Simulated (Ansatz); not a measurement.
# Static equation of state of ThTi2O6 (C2/m) (72 atoms)

The cell holds 72 atoms: 8 Th, 16 Ti and 48 O. Cell: a = 9.937 Å, b = 7.576 Å, c = 14.148 Å, α = 90.0°, β = 119.6°, γ = 90.0°. It derives from ThTi2O6 (C2/m), repeated 1×2×2. The starting structure: ThTi2O6, space group C2/m, structure from the Crystallography Open Database, 1 x 2 x 2 conventional cells; every coordinate displaced by a Gaussian of 0.02 Å.

Calculated with Ansatz 0.2.0: Kohn-Sham DFT, r2SCAN, PAW (set soft_2), plane waves; cutoff 500 eV, Γ point, fixed occupations. Cell and atoms were relaxed first, to V0 = 12.868 Å³ an atom at a residual P0 = -0.003 GPa. The cell was then scaled evenly, and the atoms were relaxed at each volume.

```
volume (Å³/atom)  pressure (GPa)
          12.482           5.158
          12.675               ?
          13.254          -4.580
          13.511          -7.315
```

Task: Fit the third-order Birch–Murnaghan equation to the rows given and interpolate to the withheld row.

Worked fit:

Take the Eulerian strain f = ½[(V0/V)^(2/3) − 1] and the normalised pressure F = (P − P0) / [3f(1 + 2f)^(5/2)]. The third-order Birch–Murnaghan equation is then the line F = B0 + (3/2)B0(B′ − 4) f, so u = f and v = F.

```
      u = f  v = F (GPa)
  0.0102571      159.425
-0.00975643      164.271
 -0.0160018      165.224
```

With n = 3: mean u = -0.00516706, mean v = 162.973, Σ(u − ū)² = 3.764e-4, Σ(u − ū)(v − v̄) = -0.085075. Slope b = -0.085075 / 3.764e-4 = -226.05; intercept a = v̄ − b ū = 161.81.

So B0 = a = 162 GPa and B′ = 4 + 2b/(3a) = 3.07. At the withheld volume f = 0.005063, F = a + b f = 160.7 GPa, and P = P0 + 3f(1 + 2f)^(5/2) F.

Prediction at 12.675: 2.500 GPa. The run gave 2.587 GPa, so the fit is low by 0.087 GPa (3.4 % of the value).

B′ = 3.1 lies in the range of 3 to 6 that is common for dense crystals. Among the rows given, the largest miss of the fit is at 13.511, by 0.0088 GPa (0.071 % of the range of the table).

Limits: Static cells at zero temperature; the cell shape is held. The program notes that the SCF threshold of these relaxations is loose for the stress. Only the Γ point is sampled, in a cell whose shortest periodic width is 8 Å.

[Logs are printed without paths, hosts, clocks, repeated set-up lines and the standing remarks that a program may print on its own settings, such as how far it seeks lower states.]

[Hosts, paths, dates, database ids (printed as entryN), source tags and the programs' standing remarks are cut or masked in the printed files.]
